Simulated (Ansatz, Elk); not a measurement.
**Li2H2Os: X-ray structure factors from the self-consistent density**

Structure refinements treat a crystal as free atoms side by side. For a made-up structure of Li2H2Os (cell and positions from a PBEsol relaxation) the runs below show what the calculated density changes in F(hkl).

Calculated with Elk 11.2.3 (patched build); DFT, PBE, all-electron APW+lo, Dirac cores, scalar-relativistic bands, static density, no spin.

This account leaves out most program logs.

The structure was built from a prototype and need not be the compound's stable phase.

## Step 1: The structure

Symmetry: Immm, No. 71, orthorhombic system. Conventional cell: a = 2.612 Å, b = 3.079 Å, c = 10.787 Å, α = 90.00°, β = 90.00°, γ = 90.00°. Nearest to Os lie 2 H at 1.75 Å. Nearest to Li lie 5 H at 1.98 to 2.02 Å. Nearest to H lie 1 Os at 1.75 Å and 5 Li at 1.98 to 2.02 Å. Farther neighbours are not listed.

Coordinates:

```cif
data_structure
_symmetry_space_group_name_H-M 'P 1'
_symmetry_Int_Tables_number 1
_cell_length_a 5.7589
_cell_length_b 5.7589
_cell_length_c 5.7589
_cell_angle_alpha 153.780
_cell_angle_beta 148.993
_cell_angle_gamma 41.044
_cell_volume 43.38
loop_
_atom_site_label
_atom_site_type_symbol
_atom_site_fract_x
_atom_site_fract_y
_atom_site_fract_z
_atom_site_occupancy
Os1 Os 0.00000 0.00000 0.00000 1
Li2 Li 0.34520 0.34520 0.00000 1
Li3 Li 0.65480 0.65480 0.00000 1
H4 H 0.16184 0.16184 0.00000 1
H5 H 0.83816 0.83816 0.00000 1
```

## Step 2: Ground state and structure factors

An all-electron density is needed, since X-rays see the cores too. Task 0 finds the density and task 195 Fourier-transforms it; tshift is off so that phases refer to the origin typed.

elk.in

```
tasks
  0
  195

xctype
  20

spinpol
  .false.

rgkmax
  7.0

gmaxvr
  14.0

lmaxo
  7

lmaxapw
  8

swidth
  0.002

tshift
  .false.

ramdisk
  .false.

hmaxvr
  5.5

maxscl
  120

epspot
  1e-06

sppath
  './'

avec
  -2.46845058813 2.90893820299 10.19210334636
  2.46845058813 -2.90893820299 10.19210334636
  2.46845058813 2.90893820299 -10.19210334636

atoms
  3
  'Os.in'
  1
  -0.0000000000 -0.0000000000 -0.0000000000   0.000000 0.000000 0.000000
  'Li.in'
  2
  0.3451972565 0.3451972565 -0.0000000000   0.000000 0.000000 0.000000
  0.6548027435 0.6548027435 0.0000000000   0.000000 0.000000 0.000000
  'H.in'
  2
  0.1618388093 0.1618388093 0.0000000000   0.000000 0.000000 0.000000
  0.8381611907 0.8381611907 0.0000000000   0.000000 0.000000 0.000000

ngridk
  11 11 11
```

Run with:

```sh
OMP_NUM_THREADS=4 elk
```

It took 2.4 min on 4 threads of Arm Neoverse V2, shared host; peak memory 0.2 GiB; 9.2 min of CPU time.

SFACRHO.OUT:

```text

h k l indices transformed by vhmat matrix:
   1.000000000       0.000000000       0.000000000    
   0.000000000       1.000000000       0.000000000    
   0.000000000       0.000000000       1.000000000    

      h      k      l  multipl.   |H|            Re(F)            Im(F)           |F|

      0      0      0      1   0.0000000       84.000000      0.18061112E-15   84.000000    
      1      1     -1      2  0.61647582       70.091215     -0.20630339E-15   70.091215    
     -1      0      0      4   1.1231053       65.163783      0.51575849E-15   65.163783    
      2      2     -2      2   1.2329516       61.721317      0.45228052E-15   61.721317    
      0     -1      0      4   1.3094928       63.055787      0.50782374E-15   63.055787    
     -2     -1      1      4   1.4217772       65.263313     -0.28763454E-15   65.263313    
     -2     -1      2      4   1.5731676       63.537670     -0.27573242E-15   63.537670    
      1     -1      0      4   1.6691662       64.388616     -0.16264031E-16   64.388616    
      0     -2      1      8   1.7793702       57.570343      0.35706357E-15   57.570343    
      3      3     -3      2   1.8494275       61.906037     -0.50385637E-15   61.906037    
     -2     -3      3      4   1.8819193       57.903015     -0.11902119E-15   57.903015    
      2      3     -2      4   1.9987561       56.595858      0.10315170E-15   56.595858    
      1      3     -2      8   2.0751592       53.585856      0.29358560E-15   53.585856    
     -1      1     -1      2   2.1599583       58.590921      0.50931612E-17   58.590921    
      0      2     -2      4   2.2462107       53.139670     -0.13489068E-15   53.139670    
      3      4     -4      4   2.4128562       50.856924     -0.37293306E-15   50.856924    
     -4     -4      4      2   2.4659033       52.326980      0.26184662E-15   52.326980    
     -1     -3      3      4   2.4870846       50.032655     -0.34912882E-15   50.032655
```

Elk indexes on the primitive cell of elk.in and gives |H| = 4π sin θ/λ in inverse bohr. Below, one row stands for each form hkl of the conventional cell (m members, Friedel mates merged), F is for one primitive cell and the density is static (no thermal factor). Free-atom factors are Waasmaier and Kirfel's, and R is Σm||F|−|F'||/Σm|F|.

| hkl | m | sin θ/λ (Å⁻¹) | abs F, DFT | neutral atoms | diff. |
| --- | --- | --- | --- | --- | --- |
| 002 | 2 | 0.093 | 70.091 | 69.963 | +0.128 |
| 011 | 4 | 0.169 | 65.164 | 65.164 | -0.000 |
| 004 | 2 | 0.185 | 61.721 | 62.103 | -0.382 |
| 101 | 4 | 0.197 | 63.056 | 63.009 | +0.047 |
| 013 | 4 | 0.214 | 65.263 | 65.647 | -0.384 |
| 103 | 4 | 0.237 | 63.538 | 63.990 | -0.452 |
| 110 | 4 | 0.251 | 64.389 | 64.422 | -0.033 |
| 112 | 8 | 0.268 | 57.570 | 57.862 | -0.292 |
| 006 | 2 | 0.278 | 61.906 | 61.953 | -0.047 |
| 015 | 4 | 0.283 | 57.903 | 57.961 | -0.058 |
| 105 | 4 | 0.301 | 56.596 | 56.741 | -0.145 |
| 114 | 8 | 0.312 | 53.586 | 53.782 | -0.196 |
| 020 | 2 | 0.325 | 58.591 | 58.711 | -0.120 |
| 022 | 4 | 0.338 | 53.140 | 53.306 | -0.166 |

## Step 3: The highest occupied states alone

An energy window below the Fermi level keeps the highest occupied states, to see at which angles they scatter; shallow core shells can lie inside it and anion s states outside. No new self-consistency is needed.

Changes to elk.in since step 2:

```diff
@@ -1,3 +1,2 @@
 tasks
-  0
   195
@@ -40,2 +39,5 @@
 
+wsfac
+  -0.153390 0.587600
+
 sppath
```

Run with:

```sh
OMP_NUM_THREADS=4 elk
```

Elapsed: 5 s, on 4 threads; peak memory 0.17 GiB; 9.3 s of CPU time.

States within 12 eV below the Fermi level hold 12.00 electrons; any levels below the window count with the cores. Their amplitudes can exceed the total, where window and core parts have opposite phase:

| hkl | sin θ/λ (Å⁻¹) | abs F, window | abs F, all |
| --- | --- | --- | --- |
| 002 | 0.093 | 4.903 | 70.091 |
| 011 | 0.169 | 3.515 | 65.164 |
| 004 | 0.185 | 1.446 | 61.721 |
| 101 | 0.197 | 2.729 | 63.056 |
| 013 | 0.214 | 0.486 | 65.263 |
| 103 | 0.237 | 0.123 | 63.538 |
| 110 | 0.251 | 1.767 | 64.389 |
| 112 | 0.268 | 0.329 | 57.570 |
| 006 | 0.278 | 1.300 | 61.906 |
| 015 | 0.283 | 0.871 | 57.903 |

## Step 4: Another functional

The difference from free atoms is small, so it is set against the change that LDA (Perdew-Wang) makes.

Changes to elk.in since step 3:

```diff
@@ -1,2 +1,3 @@
 tasks
+  0
   195
@@ -4,3 +5,3 @@
 xctype
-  20
+  3
 
@@ -39,5 +40,2 @@
 
-wsfac
-  -0.153390 0.587600
-
 sppath
```

Run with:

```sh
OMP_NUM_THREADS=4 elk
```

Elapsed: 86 s, on 4 threads; peak memory 0.17 GiB.

Against the first run R = 0.05 %; the largest change is -0.065 at 006.

## Step 5: Basis size

The basis and the expansions that go with it are enlarged, to see whether the differences are converged.

Changes to elk.in since step 4:

```diff
@@ -5,3 +5,3 @@
 xctype
-  3
+  20
 
@@ -11,12 +11,12 @@
 rgkmax
-  7.0
+  8.5
 
 gmaxvr
-  14.0
+  18.0
 
 lmaxo
-  7
+  9
 
 lmaxapw
-  8
+  10
```

Run with:

```sh
OMP_NUM_THREADS=4 elk
```

Elapsed: 7.8 min, on 4 threads; peak memory 0.38 GiB.

Against the first run R = 0.00 %; the largest change is -0.005 at 0 0 14.

## Step 6: Settings against the effect

| run | R against the first run (%) | R against neutral atoms, low angle (%) | wall time |
| --- | --- | --- | --- |
| PBE, rgkmax 7 | 0.00 | 0.31 | 2.4 min |
| LDA (Perdew-Wang) | 0.05 | 0.31 | 86 s |
| rgkmax 8.5 with larger expansions | 0.00 | 0.31 | 7.8 min |

## Step 7: Summary of results

| Property | Result |
| --- | --- |
| R against neutral atoms, sin θ/λ < 0.3 Å⁻¹ | 0.31 % |
| R against neutral atoms, 0.3 to 0.82 Å⁻¹ | 0.21 % |

What this shows: Independent neutral atoms miss the calculated amplitudes by R = 0.31 % below 0.3 Å⁻¹ and 0.21 % from there to 0.82 Å⁻¹; by shells, 0.18 % below 0.15 Å⁻¹ (1 form), 0.32 % 0.15 to 0.3 (9 forms), 0.17 % 0.3 to 0.45 (20 forms), 0.22 % above 0.45 (112 forms). Bonding, aspherical density and the tables' own atoms all enter these figures, and the runs don't part them. The largest change of an amplitude is -0.45 electrons, at 103. The window's part falls from 12.0 electrons at the origin to at most 0.52 between 0.45 and 0.82 Å⁻¹. Below 0.3 Å⁻¹ the changes that finished (LDA (Perdew-Wang) and rgkmax 8.5 with larger expansions) move F by R = 0.04 % at most, against the 0.31 % that separates it from free atoms. The k-mesh has no finished test. These runs have no spin, though d or f shells may be open. Spin-orbit coupling is left out, which can matter for elements this heavy. Part of the difference isn't bonding: the tables are fits to free atoms and ions calculated by other methods than this functional. Thermal motion, anomalous dispersion and extinction are left out.

[Logs are printed without paths, hosts, clocks, repeated set-up lines and the standing remarks that a program may print on its own settings, such as how far it seeks lower states.]

[Hosts, paths, dates, database ids (printed as entryN), source tags and the programs' standing remarks are cut or masked in the printed files.]
